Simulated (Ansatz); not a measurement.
## How fast states decay through Zn3CdTe4

A new crystal, Zn3CdTe4: structure, gap and complex bands. It is built by putting Te for S in the Zn3CdS4 structure of space group P-43m, with the volume rescaled by atomic radii. The parent structure comes from the Materials Project.

Method: r2SCAN DFT, plane waves, PAW files, in the first sound run; inputs show where later runs differ, in Ansatz 0.2.0.

Report form: the programs' logs are mostly left out.

The structure was built from a prototype and need not be the compound's stable phase.

**1. Starting point**

Symmetry: P-43m, No. 215, cubic system. Conventional cell: a = 5.960 Å, b = 5.960 Å, c = 5.960 Å, α = 90.00°, β = 90.00°, γ = 90.00°. Zn has 4 Te at 2.54 Å nearest. Nearest to Cd lie 4 Te at 2.71 Å. Te has 3 Zn at 2.54 Å and 1 Cd at 2.71 Å nearest. It derives from Zn3CdS4. Te for S in the Zn3CdS4 structure of space group P-43m. Farther neighbours and most contacts between anions are not listed.

**2. Relaxing the new crystal**

The substituted atoms don't fit the parent's cell, so cell and atoms relax together. A small smearing keeps the run stable in case the gap closes on the way.

The input, input.yaml:

```yaml
crystal:
  lattice:
    - [5.9603568305, 0.0, 0.0]
    - [0.0, 5.9603568305, 0.0]
    - [0.0, 0.0, 5.9603568305]
  atoms:
    - { symbol: Zn, position: [0.0, 0.5, 0.5] }
    - { symbol: Zn, position: [0.5, 0.0, 0.5] }
    - { symbol: Zn, position: [0.5, 0.5, 0.0] }
    - { symbol: Cd, position: [0.0, 0.0, 0.0] }
    - { symbol: Te, position: [0.26268019, 0.26268019, 0.26268019] }
    - { symbol: Te, position: [0.73731981, 0.73731981, 0.26268019] }
    - { symbol: Te, position: [0.26268019, 0.73731981, 0.73731981] }
    - { symbol: Te, position: [0.73731981, 0.26268019, 0.73731981] }
kpoints:
  mp_grid: { grid: [4, 4, 4] }
scf:
  occupations: { method: gaussian, width: 0.03 }
hamiltonian:
  xc: r2scan
output:
  forces: true
  stress: true
relax:
  f_tol: 0.02
  max_steps: 60
  cell: {}
```

Run with:

```sh
ansatz run input.yaml --threads 2 --pin off --max-ram 4096MiB --backend cpu --events-out ev --progress --plain --runs-dir out
```

Run time: 43 s. Hardware: 2 threads of Intel Xeon Platinum 8488C (Sapphire Rapids), shared host; peak memory 1 GiB.

Step by step:

```
step  energy less that of the first step (eV)  largest force component (eV/Å)  pressure (GPa)  volume (Å³)
   1                                   0.0000                          0.1903            8.25       211.75
   2                                  -0.6704                          0.0990           -0.61       244.27
   3                                  -0.6813                          0.0533           -0.08       241.60
   4                                  -0.6833                          0.0018           -0.04       241.32
  5*                                  -0.6920                          0.0019           -0.01       241.32
```

Relaxation steps marked * repeat the geometry before them on a plane-wave basis chosen anew for their cell, so energy and pressure can jump there.

Forces are held to the 24 operations that the run works with; a distortion that breaks them can't arise in this run.

```
conventional cell, symmetrised  before  after   change
                         a (Å)   5.960  6.226   +4.5 %
                         b (Å)   5.960  6.226   +4.5 %
                         c (Å)   5.960  6.226   +4.5 %
              volume (Å³/atom)   26.47  30.17  +14.0 %
```

The atoms that moved most (Å, as changes of fractional coordinates times the final cell):

```
atom      dx      dy      dz  length
 Te7  -0.019   0.019   0.019   0.033
 Te8   0.019  -0.019   0.019   0.033
 Te6   0.019   0.019  -0.019   0.033
 Te5  -0.019  -0.019  -0.019   0.033
```

Final coordinates:

```cif
data_structure
_symmetry_space_group_name_H-M 'P 1'
_symmetry_Int_Tables_number 1
_cell_length_a 6.2259
_cell_length_b 6.2259
_cell_length_c 6.2259
_cell_angle_alpha 90.000
_cell_angle_beta 90.000
_cell_angle_gamma 90.000
_cell_volume 241.32
loop_
_atom_site_label
_atom_site_type_symbol
_atom_site_fract_x
_atom_site_fract_y
_atom_site_fract_z
_atom_site_occupancy
Zn1 Zn 0.00000 0.50000 0.50000 1
Zn2 Zn 0.50000 0.00000 0.50000 1
Zn3 Zn 0.50000 0.50000 0.00000 1
Cd4 Cd 0.00000 0.00000 0.00000 1
Te5 Te 0.25966 0.25966 0.25966 1
Te6 Te 0.74034 0.74034 0.25966 1
Te7 Te 0.25966 0.74034 0.74034 1
Te8 Te 0.74034 0.25966 0.74034 1
```

Numbers from this step:

```
free energy  : -46228.9341 eV
Fermi energy : 7.480 eV
pressure     : -0.007224 GPa
```

The largest force component on a free atom ends at 0.0019 eV/Å.

**3. Band edges**

The energy window and the wavevectors of the next steps follow from the band edges, so these are searched first, off the mesh as well.

The input, input.yaml:

```yaml
crystal:
  lattice:
    - [6.2258645886, 0.0, 0.0]
    - [0.0, 6.2258645886, 0.0]
    - [0.0, 0.0, 6.2258645886]
  atoms:
    - { symbol: Zn, position: [0.0, 0.5, 0.5] }
    - { symbol: Zn, position: [0.5, 0.0, 0.5] }
    - { symbol: Zn, position: [0.5, 0.5, 0.0] }
    - { symbol: Cd, position: [0.0, 0.0, 0.0] }
    - { symbol: Te, position: [0.259657292, 0.259657292, 0.259657292] }
    - { symbol: Te, position: [0.740342708, 0.740342708, 0.259657292] }
    - { symbol: Te, position: [0.259657292, 0.740342708, 0.740342708] }
    - { symbol: Te, position: [0.740342708, 0.259657292, 0.740342708] }
kpoints:
  mp_grid: { grid: [4, 4, 4] }
  band_path: { path: [VBM, CBM], npoints: 30 }
scf:
  occupations: { method: fixed }
hamiltonian:
  xc: r2scan
output:
  eigenvalues: true
  write_potential: true
  write_density: true
  volumetric_format: npy
  elf: true
```

Elapsed: 51 s, on 2 threads; peak memory 1.2 GiB.

Numbers from this step:

- Fermi energy: 6.712 eV
- gap on the k-mesh: 1.536 eV
- gap on path: 1.536 eV, by band count; negative where bands overlap
- direct gap on path: 1.536 eV
- edge places on path: 0, 0 1/A along the path

Levels at VBM (eV): -6.97, -6.97, -6.97, -6.93, -6.88, -6.88, -6.88, -6.86, -6.86, -6.77, -6.77, -6.76, -6.62, -6.62, -6.62, -4.98, -4.98, -4.50, -2.13, -2.13, -2.13, -2.07, -2.07, -2.07, 0.00, 0.00, 0.00, 1.54, 2.52, 2.80, 2.80, 2.80, 2.82, 2.82, 4.90, 4.90, 4.90, 7.85.

ELF in the ac plane at fractional y = 0.000, with atoms of Zn and Cd within 0.2 Å of it. It is the smooth field of the valence electrons, not physical close to the nuclei.

Ten even steps from '0' (0.00) to '9' (0.87), each cell a mean:
```
86311100000011247
54222210000222234
22234421001344222
12355542113455421
11356542123565421
01245432112454320
00123321111233100
00011210001121000
00001110001111000
00012221001222100
00234422112344210
01355542123455421
12356542113565421
21245531012455321
43223320001233223
75312100000112246
97421000000011258
```
Columns run along a (6.2 Å), rows up along c (6.2 Å). Atoms in or near the plane, at fractional coordinates: Zn at (0.50, 0.50), Cd at (0.00, 0.00).

Electrostatic potential energy in the ac plane at fractional y = 0.000, with atoms of Zn and Cd within 0.2 Å of it. With pseudopotentials it is smooth inside the atoms' cores, unlike the true potential.

Values in eV, 9 rows by 16 columns, each cell a mean:
```
-21 -16  -4   7  10  11  11  11  11  11  11  10   9   3 -11 -19
  1   4   7   9  10  10  11  11  11  11  10  10  10   8   6   2
 10  10  10  10  10   9   9   7   7   8   9  10  10  10  10  10
 11  11  11  11  10   7  -5 -18 -20 -13   2   8  10  11  11  11
 12  11  11  11   9   4 -18 -26 -26 -25  -6   8  10  11  11  11
 11  11  11  10  10   8   1  -9 -12  -5   5   9  10  11  11  11
  9  10  10  10  10  10  10   9   9   9  10  10  10  10  10   9
 -6  -2   5   9  10  10  11  11  11  11  11  10   9   7   2  -5
-23 -18  -7   6  10  11  11  11  11  11  11  11   9   1 -14 -22
```
Columns run along a (6.2 Å; values clipped at the 3rd and 97th percentile), rows up along c (6.2 Å). Atoms in or near the plane, at fractional coordinates: Zn at (0.50, 0.50), Cd at (0.00, 0.00).

Valence density in the ac plane at fractional y = 0.000, with atoms of Zn and Cd within 0.2 Å of it. It is the smooth field of the valence electrons, not physical close to the nuclei.

Values in e/Å³, 9 rows by 16 columns, each cell a mean:
```
12  5  1  0  0  0  0  0  0  0  0  0  0  0  2  9
 1  0  0  0  0  0  0  0  0  0  0  0  0  0  0  0
 0  0  0  0  0  0  0  0  0  0  0  0  0  0  0  0
 0  0  0  0  0  0  1  3  5  1  0  0  0  0  0  0
 0  0  0  0  0  0  1 13 25  4  0  0  0  0  0  0
 0  0  0  0  0  0  0  1  1  1  0  0  0  0  0  0
 0  0  0  0  0  0  0  0  0  0  0  0  0  0  0  0
 2  1  0  0  0  0  0  0  0  0  0  0  0  0  0  1
17  7  1  0  0  0  0  0  0  0  0  0  0  0  3 13
```
Columns run along a (6.2 Å), rows up along c (6.2 Å). Atoms in or near the plane, at fractional coordinates: Zn at (0.50, 0.50), Cd at (0.00, 0.00).

The searched edges give 1.54 eV, as on the mesh.

**4. Complex bands**

This step: r2SCAN DFT, plane waves, PAW files; complex bands by layer matching along the plane's normal (Ansatz 0.2.0).

The same crystal is laid in a cell whose first two vectors span the (001) plane (indices of the standard conventional cell, whose axes can be ordered otherwise than in the bulk input). At fixed energy and wavevector in the plane the solver finds all kz, real and complex. A few wavevectors are listed, (0, 0) and (0.5, 0) in units of the plane's reciprocal vectors; the slowest state needn't be among them.

input.yaml: that of step 3 with these lines changed.

```diff
@@ -2,5 +2,5 @@
   lattice:
-    - [6.2258645886, 0.0, 0.0]
-    - [0.0, 6.2258645886, 0.0]
-    - [0.0, 0.0, 6.2258645886]
+    - [6.225864589, 0.0, 0.0]
+    - [0.0, 6.225864589, 0.0]
+    - [0.0, 0.0, 6.225864589]
   atoms:
@@ -16,3 +16,2 @@
   mp_grid: { grid: [4, 4, 4] }
-  band_path: { path: [VBM, CBM], npoints: 30 }
 scf:
@@ -23,5 +22,6 @@
   eigenvalues: true
-  write_potential: true
-  write_density: true
-  volumetric_format: npy
-  elf: true
+  transmission:
+    leads: [[0, 0]]
+    kpoints: [[0.0, 0.0], [0.5, 0.0]]
+    e_range: [-1.0, 2.54]
+    de: 0.07
```

The job ended after 1.8 min (2 threads; peak memory 2.3 GiB).

Numbers from this step:

```yaml
level_to_which_the_leads_are_filled: 0.7678 eV from the Fermi level
decay_constant_at_the_filling_level_zone_centre: 0.1030 Å⁻¹
decay_constant_at_the_filling_level_slowest_listed_point: 0.103 Å⁻¹
```

K parallel (0, 0); values up to 1.5 1/Å, a degenerate pair printed once or twice; energies at which all values exceed this have no row. Table of Im kz of the slowest decaying states by energy, zero at the highest filled level on the SCF mesh:

```
energy (eV)  decay 1 (Å⁻¹)  decay 2 (Å⁻¹)  decay 3 (Å⁻¹)  decay 4 (Å⁻¹)
    -1.0000          0.284          0.326          0.337          0.951
    -0.7200          0.298          0.339          0.348          0.909
    -0.5100          0.305          0.345          0.352          0.877
    -0.2300          0.309          0.349          0.352          0.834
    -0.0200          0.309          0.348          0.349          0.802
     0.2600         0.0774          0.181          0.305          0.339
     0.4700         0.0950          0.238          0.300          0.326
     0.7500          0.103          0.290          0.299          0.329
     1.0300         0.0970          0.275          0.306          0.315
     1.2400         0.0816          0.262          0.302          0.308
     1.5200         0.0209          0.239          0.281          0.304
     1.7300          0.218          0.262          0.298          0.472
     2.0100          0.182          0.231          0.241          0.327
     2.2200          0.144          0.202          0.207          0.329
     2.5000         0.0416          0.150          0.150          0.206
```

K parallel (0, 0). Re kz of states that move upwards against energy, zero at the highest filled level on the SCF mesh:

```
energy (eV)  channel 1 (Å⁻¹)  channel 2 (Å⁻¹)  channel 3 (Å⁻¹)
      -1.00           -0.453           -0.453           -0.217
      -0.93           -0.426           -0.426           -0.206
      -0.79           -0.379           -0.379           -0.184
      -0.72           -0.356           -0.356           -0.173
      -0.65           -0.333           -0.333           -0.162
      -0.51           -0.287           -0.287           -0.138
      -0.44           -0.263           -0.263           -0.126
      -0.37           -0.238           -0.238           -0.113
      -0.23           -0.183           -0.183          -0.0859
      -0.16           -0.151           -0.151          -0.0702
      -0.02          -0.0521          -0.0521          -0.0237
       0.05                -                -                -
       0.12                -                -                -
       0.26                -                -                -
       0.33                -                -                -
       0.40                -                -                -
       0.54                -                -                -
       0.61                -                -                -
       0.68                -                -                -
       0.82                -                -                -
       0.89                -                -                -
       0.96                -                -                -
       1.10                -                -                -
       1.17                -                -                -
       1.24                -                -                -
       1.38                -                -                -
       1.45                -                -                -
       1.52                -                -                -
       1.66           0.0618                -                -
       1.73           0.0790                -                -
       1.87            0.108                -                -
       1.94            0.122                -                -
       2.01            0.135                -                -
       2.15            0.160                -                -
       2.22            0.172                -                -
       2.29            0.185                -                -
       2.43            0.211                -                -
       2.50            0.225                -                -
```

K parallel (0.5, 0); values up to 1.5 1/Å, a degenerate pair printed once or twice; energies at which all values exceed this have no row. The Im kz of the slowest decaying states by energy, zero at the highest filled level on the SCF mesh:

```
energy (eV)  decay 1 (Å⁻¹)  decay 2 (Å⁻¹)  decay 3 (Å⁻¹)  decay 4 (Å⁻¹)
      -1.00         0.0910          0.110          0.137          0.765
      -0.86         0.0985          0.164          0.181          0.746
      -0.72         0.0455          0.118          0.197          0.208
      -0.58          0.138          0.188          0.221          0.229
      -0.44          0.184          0.229          0.240          0.245
      -0.30          0.217          0.255          0.258          0.260
      -0.16          0.243          0.267          0.268          0.284
      -0.02          0.264          0.276          0.277          0.303
       0.12          0.281          0.282          0.284          0.319
       0.26          0.287          0.290          0.296          0.332
       0.40          0.290          0.294          0.308          0.342
       0.54          0.292          0.297          0.317          0.350
       0.68          0.292          0.298          0.325          0.356
       0.82          0.291          0.298          0.331          0.360
       0.96          0.290          0.297          0.335          0.362
       1.10          0.287          0.295          0.338          0.363
       1.24          0.283          0.292          0.340          0.363
       1.38          0.277          0.288          0.333          0.346
       1.52          0.271          0.282          0.323          0.352
       1.66          0.263          0.276          0.317          0.346
       1.80          0.254          0.268          0.310          0.342
       1.94          0.244          0.259          0.303          0.340
       2.08          0.232          0.248          0.295          0.335
       2.22          0.217          0.236          0.285          0.326
       2.36          0.201          0.223          0.275          0.315
       2.50          0.180          0.207          0.262          0.303
```

At the listed wavevectors the last open channel is at -0.02 eV and the next at +1.59 eV on the grid. At +0.75 eV, the grid energy nearest the filling level (the middle of the gap on the SCF mesh), the slowest state at the listed wavevectors decays with κ = 0.103 Å⁻¹, its amplitude falling by e over 9.7 Å. Through 1 nm of this crystal that state's transmission falls by exp(−2 × 0.103 Å⁻¹ × 10 Å) = 0.13.

**5. Decay over the two-dimensional zone**

The listed points could miss the slowest state, so one energy near mid-gap is solved on a mesh of 8×8.

input.yaml: that of step 4 with these lines changed.

```diff
@@ -22,6 +22,2 @@
   eigenvalues: true
-  transmission:
-    leads: [[0, 0]]
-    kpoints: [[0.0, 0.0], [0.5, 0.0]]
-    e_range: [-1.0, 2.54]
-    de: 0.07
+  transmission: { leads: [[0, 0]], kmesh: [8, 8], e_range: [0.77, 0.78], de: 0.05 }
```

Elapsed: 2 min, on 2 threads; peak memory 2.6 GiB; 4 min of CPU time.

Numbers from this step:

```
least decay constant on the mesh : 0.103 Å⁻¹
```

Slowest decay constant (1/Å; 0 where a channel is open) over k1 and k2. At 0.7700 eV from the Fermi level.

Ten even steps from '_' (0.103) to '@' (0.323):
```
++==++##%%##++==
%%++==++**++==++
@@##++======++##
%%%%**==__==**%%
@@##++======++##
%%++==++**++==++
++==++##%%##++==
==++%%@@%%@@%%++
```
Columns: k1 (b1) from -0.5 to 0.375; rows upwards: k2 (b2) from -0.5 to 0.375.

The least value on the mesh is 0.103 Å⁻¹ at +0.77 eV. At that energy the listed points give about 0.103 Å⁻¹ by interpolation, so the mesh holds no clearly slower state.

**6. Band edges at another level, cutoff 420 eV**

This step: PBEsol DFT, plane waves, PAW files (Ansatz 0.2.0).

The edges again with PBEsol, at the same atoms. Against that run the cutoff is 420 eV against 500.

input.yaml: that of step 5 with these lines changed.

```diff
@@ -2,5 +2,5 @@
   lattice:
-    - [6.225864589, 0.0, 0.0]
-    - [0.0, 6.225864589, 0.0]
-    - [0.0, 0.0, 6.225864589]
+    - [6.2258645886, 0.0, 0.0]
+    - [0.0, 6.2258645886, 0.0]
+    - [0.0, 0.0, 6.2258645886]
   atoms:
@@ -16,2 +16,3 @@
   mp_grid: { grid: [4, 4, 4] }
+  band_path: { path: [VBM, CBM], npoints: 30 }
 scf:
@@ -19,5 +20,4 @@
 hamiltonian:
-  xc: r2scan
+  xc: pbesol
 output:
   eigenvalues: true
-  transmission: { leads: [[0, 0]], kmesh: [8, 8], e_range: [0.77, 0.78], de: 0.05 }
```

The job ended after 32 s (2 threads; peak memory 0.74 GiB; 64 s of CPU time).

Numbers from this step:

| Item | Value |
| --- | --- |
| free energy | -45635.9103 eV |
| Fermi energy | 6.822 eV |
| gap on the k-mesh | 0.9099 eV |
| gap on path | 0.9099 eV, by band count; negative where bands overlap |
| direct gap on path | 0.9099 eV |

Levels at VBM (eV): -6.78, -6.78, -6.78, -6.75, -6.70, -6.70, -6.70, -6.68, -6.68, -6.60, -6.60, -6.59, -6.46, -6.46, -6.46, -4.92, -4.92, -4.48, -2.08, -2.08, -2.08, -2.02, -2.02, -2.02, 0.00, 0.00, 0.00, 0.91, 2.10, 2.40, 2.40, 2.40, 2.45, 2.45, 4.47, 4.47, 4.47, 7.18.

The searched edges give 0.910 eV, as on the mesh.

Between step 3 and this run (PBEsol and cutoff 420 eV) the value for the gap on path moves from 1.54 eV to 0.910 eV.

[end of part 1 of 2]

[Logs are printed without paths, hosts, clocks, repeated set-up lines and the standing remarks that a program may print on its own settings, such as how far it seeks lower states.]

[Hosts, paths, dates, database ids (printed as entryN), source tags and the programs' standing remarks are cut or masked in the printed files.]
